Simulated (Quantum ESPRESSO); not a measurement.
## Calcium (Fm-3m): from the cell to the phonon bands

How does Calcium (Fm-3m) vibrate, and is this structure a minimum?

Main program and level: Quantum ESPRESSO 7.5; DFT LDA, scalar-relativistic, plane waves, PseudoDojo norm-conserving pseudopotentials.

## Step 1: The starting structure

Symmetry: Fm-3m, No. 225, cubic system. Conventional cell: a = 5.588 Å, b = 5.588 Å, c = 5.588 Å, α = 90.00°, β = 90.00°, γ = 90.00°. Nearest to Ca lie 12 Ca at 3.95 Å.

## Step 2: A probe with smearing

Before anything dear is run, a loose run with smearing shows whether this is a metal and how far the cell is from rest.

File probe.in:

```
&control
   calculation = 'scf'
   prefix = 'x'
   outdir = './tmp'
   pseudo_dir = './pseudo'
   tprnfor = .true.
   tstress = .true.
   verbosity = 'high'
/
&system
   ibrav = 0
   nat = 1
   ntyp = 1
   ecutwfc = 72.0
   occupations = 'smearing'
   smearing = 'gaussian'
   degauss = 0.01
/
&electrons
   conv_thr = 1.0d-07
   mixing_beta = 0.7
   electron_maxstep = 100
/
ATOMIC_SPECIES
 Ca     40.0780  Ca.upf
CELL_PARAMETERS angstrom
     0.000000000    2.794200000    2.794200000
     2.794200000    0.000000000    2.794200000
     2.794200000    2.794200000    0.000000000
ATOMIC_POSITIONS crystal
 Ca     0.000000000   0.000000000   0.000000000
K_POINTS automatic
 6 6 6 0 0 0
```

Command:

```bash
$ OMP_NUM_THREADS=1 mpirun -n 4 pw.x -nk 4 -in probe.in > probe.out
```

What it wrote:

```text
[banners, grids, parts of the stress and lines that vanish by symmetry left out]
Program PWSCF v.7.5
     Message from routine setup:
     using ibrav=0 with symmetry is DISCOURAGED, use correct ibrav instead
[...]
kinetic-energy cutoff     =      72.0000  Ry
     charge density cutoff     =     288.0000  Ry
     scf convergence threshold =      1.0E-07
[...]
Exchange-correlation= SLA  PW   NOGX NOGC
                           (   1   4   0   0   0   0   0)
[...]
48 Sym. Ops., with inversion, found
[...]
(     0          1          0      )
                  (     0          0          1      )
[...]
( -0.0000000  1.0000000  0.0000000 )
                  ( -0.0000000  0.0000000  1.0000000 )
[...]
(     1          0         -1      )
                  (     0          0         -1      )
[...]
(  0.0000000 -1.0000000 -0.0000000 )
[...]
(    -1          1          0      )
                  (     0          1         -1      )
[...]
( -1.0000000  0.0000000 -0.0000000 )
                  ( -0.0000000  1.0000000 -0.0000000 )
[...]
number of k points=    16  Gaussian smearing, width (Ry)=  0.0100
[...]
c_bands:  1 eigenvalues not converged
[...]
End of self-consistent calculation
[...]
the Fermi energy is     4.6090 ev
!    total energy              =     -77.34364636 Ry
[...]
convergence has been achieved in   5 iterations
[...]
atom    1 type  1   force =     0.00000000    0.00000000    0.00000000
[...]
Total force =     0.000000     Total SCF correction =     0.000000
[...]
total   stress  (Ry/bohr**3)                   (kbar)     P=      -21.79
[...]
XML data file, charge density, pseudopotentials, collected wavefunctions

   JOB DONE.
```

Run time: 9 s. Hardware: 4 MPI ranks of Intel Xeon at 2.70GHz, shared host.

This step gave:

- volume per atom: 43.63 Å³
- pressure: -2.179 GPa
- gap on the k-mesh: 0 eV

No gap opens on this mesh, so smearing is kept; the start stands at -2.2 GPa.

## Step 3: Relaxing the cell and atoms

The relaxation runs at a cutoff a fifth above that of the response, since stress converges more slowly with the basis than frequencies do. Forces and stress are brought to rest with tight thresholds.

File relax.in:

```
&control
   calculation = 'vc-relax'
   prefix = 'x'
   outdir = './tmp'
   pseudo_dir = './pseudo'
   tprnfor = .true.
   tstress = .true.
   forc_conv_thr = 2.0d-05
   etot_conv_thr = 1.0d-07
   nstep = 40
/
&system
   ibrav = 0
   nat = 1
   ntyp = 1
   ecutwfc = 86
   occupations = 'smearing'
   smearing = 'mv'
   degauss = 0.02
/
&electrons
   conv_thr = 1.0d-11
   mixing_beta = 0.7
   electron_maxstep = 100
/
&ions
/
&cell
   press_conv_thr = 0.2
/
ATOMIC_SPECIES
 Ca     40.0780  Ca.upf
CELL_PARAMETERS angstrom
     0.000000000    2.794200000    2.794200000
     2.794200000    0.000000000    2.794200000
     2.794200000    2.794200000    0.000000000
ATOMIC_POSITIONS crystal
 Ca     0.000000000   0.000000000   0.000000000
K_POINTS automatic
 12 12 12 0 0 0
```

Command:

```bash
$ OMP_NUM_THREADS=1 mpirun -n 4 pw.x -nk 4 -in relax.in > relax.out
```

What it wrote:

```text
[banners, grids, parts of the stress and lines that vanish by symmetry left out]
[banner, memory and clock lines left out]
Program PWSCF v.7.5

[...]
kinetic-energy cutoff     =      86.0000  Ry
     charge density cutoff     =     344.0000  Ry
     scf convergence threshold =      1.0E-11
[...]
energy convergence thresh.=      1.0E-07
     force convergence thresh. =      2.0E-05
     press convergence thresh. =      2.0E-01
     Exchange-correlation= SLA  PW   NOGX NOGC
                           (   1   4   0   0   0   0   0)
[...]
48 Sym. Ops., with inversion, found
[...]
number of k points=    72  Marzari-Vanderbilt smearing, width (Ry)=  0.0200
[...]
End of self-consistent calculation
[...]
the Fermi energy is     4.5933 ev
!    total energy              =     -77.34495921 Ry
[...]
convergence has been achieved in   7 iterations
[...]
atom    1 type  1   force =     0.00000000    0.00000000    0.00000000
     Total force =     0.000000     Total SCF correction =     0.000000
[...]
total   stress  (Ry/bohr**3)                   (kbar)     P=      -21.44
[...]
number of bfgs steps    =   0
[...]
CELL_PARAMETERS (angstrom)
[...]
ATOMIC_POSITIONS (crystal)
Ca               0.0000000000        0.0000000000        0.0000000000
[...]
New effective cutoffs (rho, wfc):  346.24   86.63
[...]
End of self-consistent calculation
[...]
the Fermi energy is     4.6676 ev
!    total energy              =     -77.34541223 Ry
[...]
convergence has been achieved in   5 iterations
[...]
atom    1 type  1   force =     0.00000000    0.00000000    0.00000000
     Total force =     0.000000     Total SCF correction =     0.000000
[...]
total   stress  (Ry/bohr**3)                   (kbar)     P=      -20.11
[...]
number of bfgs steps    =   1
[...]
WARNING: bfgs curvature condition failed, Theta= 0.859
[...]
CELL_PARAMETERS (angstrom)
[...]
ATOMIC_POSITIONS (crystal)
Ca               0.0000000000        0.0000000000        0.0000000000
[...]
New effective cutoffs (rho, wfc):  350.07   87.59
[...]
End of self-consistent calculation
[...]
the Fermi energy is     4.7810 ev
!    total energy              =     -77.34602999 Ry
[...]
convergence has been achieved in   7 iterations
[...]
atom    1 type  1   force =     0.00000000    0.00000000    0.00000000
     Total force =     0.000000     Total SCF correction =     0.000000
[...]
total   stress  (Ry/bohr**3)                   (kbar)     P=      -17.99
[...]
number of bfgs steps    =   2
[...]
CELL_PARAMETERS (angstrom)
[...]
ATOMIC_POSITIONS (crystal)
Ca               0.0000000000        0.0000000000        0.0000000000
[...]
New effective cutoffs (rho, wfc):  355.93   89.05
[...]
End of self-consistent calculation
[...]
the Fermi energy is     4.9556 ev
!    total energy              =     -77.34681126 Ry
[...]
convergence has been achieved in   7 iterations
[...]
atom    1 type  1   force =     0.00000000    0.00000000    0.00000000
     Total force =     0.000000     Total SCF correction =     0.000000
[...]
convergence has been achieved in   7 iterations
[...]
atom    1 type  1   force =     0.00000000    0.00000000    0.00000000
     Total force =     0.000000     Total SCF correction =     0.000000
[...]
total   stress  (Ry/bohr**3)                   (kbar)     P=       -8.66
[...]
number of bfgs steps    =   4
[...]
CELL_PARAMETERS (angstrom)
[...]
ATOMIC_POSITIONS (crystal)
Ca               0.0000000000        0.0000000000        0.0000000000
[...]
New effective cutoffs (rho, wfc):  378.20   94.62
[...]
the Fermi energy is     5.6299 ev
!    total energy              =     -77.34801468 Ry
[...]
convergence has been achieved in   7 iterations
[...]
atom    1 type  1   force =     0.00000000    0.00000000    0.00000000
     Total force =     0.000000     Total SCF correction =     0.000000
[...]
total   stress  (Ry/bohr**3)                   (kbar)     P=        1.00
[...]
number of bfgs steps    =   5
[...]
CELL_PARAMETERS (angstrom)
[...]
ATOMIC_POSITIONS (crystal)
Ca               0.0000000000        0.0000000000        0.0000000000
[...]
New effective cutoffs (rho, wfc):  376.85   94.29
[...]
the Fermi energy is     5.5885 ev
!    total energy              =     -77.34801906 Ry
[...]
convergence has been achieved in   6 iterations
[...]
atom    1 type  1   force =     0.00000000    0.00000000    0.00000000
     Total force =     0.000000     Total SCF correction =     0.000000
[...]
total   stress  (Ry/bohr**3)                   (kbar)     P=       -0.05
[...]
number of bfgs steps    =   6
[...]
CELL_PARAMETERS (angstrom)
[...]
ATOMIC_POSITIONS (crystal)
Ca               0.0000000000        0.0000000000        0.0000000000
[...]
New effective cutoffs (rho, wfc):  376.92   94.30
[...]
End of self-consistent calculation
[...]
the Fermi energy is     5.5906 ev
!    total energy              =     -77.34801907 Ry
[...]
convergence has been achieved in   4 iterations
[...]
atom    1 type  1   force =     0.00000000    0.00000000    0.00000000
     Total force =     0.000000     Total SCF correction =     0.000000
[...]
total   stress  (Ry/bohr**3)                   (kbar)     P=       -0.00
[...]
bfgs converged in   8 scf cycles and   7 bfgs steps
[...]
End of BFGS Geometry Optimization
     Final enthalpy           =     -77.3480190728 Ry
     File ./tmp/x.bfgs deleted, as requested
[...]
CELL_PARAMETERS (angstrom)
[...]
ATOMIC_POSITIONS (crystal)
Ca               0.0000000000        0.0000000000        0.0000000000
[...]
Final scf calculation at the relaxed structure.
[...]
kinetic-energy cutoff     =      86.0000  Ry
     charge density cutoff     =     344.0000  Ry
     scf convergence threshold =      1.0E-13
[...]
press convergence thresh. =      2.0E-01
     Exchange-correlation= SLA  PW   NOGX NOGC
                           (   1   4   0   0   0   0   0)
[...]
48 Sym. Ops., with inversion, found
[...]
number of k points=    72  Marzari-Vanderbilt smearing, width (Ry)=  0.0200
[...]
c_bands:  1 eigenvalues not converged
     c_bands:  2 eigenvalues not converged
     c_bands:  3 eigenvalues not converged
     c_bands:  4 eigenvalues not converged
[...]
c_bands:  2 eigenvalues not converged
     c_bands:  3 eigenvalues not converged
[...]
End of self-consistent calculation
[...]
the Fermi energy is     5.5906 ev
!    total energy              =     -77.34801554 Ry
[...]
convergence has been achieved in   9 iterations
[...]
atom    1 type  1   force =     0.00000000    0.00000000    0.00000000
     Total force =     0.000000     Total SCF correction =     0.000000
[...]
total   stress  (Ry/bohr**3)                   (kbar)     P=       -0.01
[...]
XML data file, charge density, pseudopotentials, collected wavefunctions
```

Wall time 2.4 min (4 MPI ranks).

Step by step:

| step | energy less that of the first step (eV) | largest force (eV/Å) | pressure (GPa) | volume (Å³) |
| --- | --- | --- | --- | --- |
| 1 | 0.0000 | 0.0000 | -2.14 | 43.63 |
| 2 | -0.0062 | 0.0000 | -2.01 | 43.16 |
| 3 | -0.0146 | 0.0000 | -1.80 | 42.45 |
| 4 | -0.0252 | 0.0000 | -1.45 | 41.41 |
| 5 | -0.0364 | 0.0000 | -0.87 | 39.87 |
| 6 | -0.0416 | 0.0000 | 0.10 | 37.80 |
| 7 | -0.0416 | 0.0000 | -0.01 | 38.01 |
| 8 | -0.0416 | 0.0000 | 0.00 | 38.00 |
| 9 | -0.0416 | 0.0000 | 0.00 | 38.00 |

| conventional cell, symmetrised | before | after | change |
| --- | --- | --- | --- |
| a (Å) | 5.588 | 5.337 | -4.5 % |
| b (Å) | 5.588 | 5.337 | -4.5 % |
| c (Å) | 5.588 | 5.337 | -4.5 % |
| volume (Å³/atom) | 43.63 | 38.00 | -12.9 % |

The relaxed structure:

```
CELL_PARAMETERS angstrom
0.00000 2.66832 2.66832
2.66832 0.00000 2.66832
2.66832 2.66832 0.00000
ATOMIC_POSITIONS crystal
Ca 0.00000 0.00000 0.00000
```

The last row of the table of steps is pw.x's closing run on a basis chosen anew for the final cell, so its energy can jump.

Read from the output:

```yaml
volume_per_atom: 38.00 Å³
pressure: -0.001 GPa
```

The volume changes by -12.9 % from the cell with which this run began.

## Step 4: Ground state

The response is built on this ground state, so it is converged far tighter than an energy would need. Smearing stays on, as the first look found no gap above 0.3 eV.

File scf.in:

```
&control
   calculation = 'scf'
   prefix = 'x'
   outdir = './tmp'
   pseudo_dir = './pseudo'
   tprnfor = .true.
   tstress = .true.
/
&system
   ibrav = 0
   nat = 1
   ntyp = 1
   ecutwfc = 72.0
   occupations = 'smearing'
   smearing = 'mv'
   degauss = 0.02
/
&electrons
   conv_thr = 1.0d-12
   mixing_beta = 0.7
   electron_maxstep = 100
/
ATOMIC_SPECIES
 Ca     40.0780  Ca.upf
CELL_PARAMETERS angstrom
     0.000000000    2.668323909    2.668323909
     2.668323909    0.000000000    2.668323909
     2.668323909    2.668323909    0.000000000
ATOMIC_POSITIONS crystal
 Ca     0.000000000   0.000000000   0.000000000
K_POINTS automatic
 12 12 12 0 0 0
```

Command:

```bash
$ OMP_NUM_THREADS=1 mpirun -n 4 pw.x -nk 4 -in scf.in > scf.out
```

What it wrote:

```text
[banners, grids, parts of the stress and lines that vanish by symmetry left out]
[banner, memory and clock lines left out]
Program PWSCF v.7.5

[...]
kinetic-energy cutoff     =      72.0000  Ry
     charge density cutoff     =     288.0000  Ry
     scf convergence threshold =      1.0E-12
[...]
Exchange-correlation= SLA  PW   NOGX NOGC
                           (   1   4   0   0   0   0   0)
[...]
48 Sym. Ops., with inversion, found
[...]
number of k points=    72  Marzari-Vanderbilt smearing, width (Ry)=  0.0200
[...]
End of self-consistent calculation
[...]
the Fermi energy is     5.5906 ev
!    total energy              =     -77.34800912 Ry
[...]
convergence has been achieved in   8 iterations
[...]
atom    1 type  1   force =     0.00000000    0.00000000    0.00000000
     Total force =     0.000000     Total SCF correction =     0.000000
[...]
total   stress  (Ry/bohr**3)                   (kbar)     P=       -0.02
[...]
XML data file, charge density, pseudopotentials, collected wavefunctions
```

The job ended after 14 s (4 MPI ranks; 53 s of CPU time).

Read from the output:

```
pressure : -0.002 GPa
```

The cell stands at -0.002 GPa, close enough for phonons.

[end of part 1 of 3]

[Host names and launcher messages were left out of these logs when they were recorded.]

[Logs are printed without paths, hosts, clocks, repeated set-up lines and the standing remarks that a program may print on its own settings, such as how far it seeks lower states.]

[Hosts, paths, dates, database ids (printed as entryN), source tags and the programs' standing remarks are cut or masked in the printed files.]
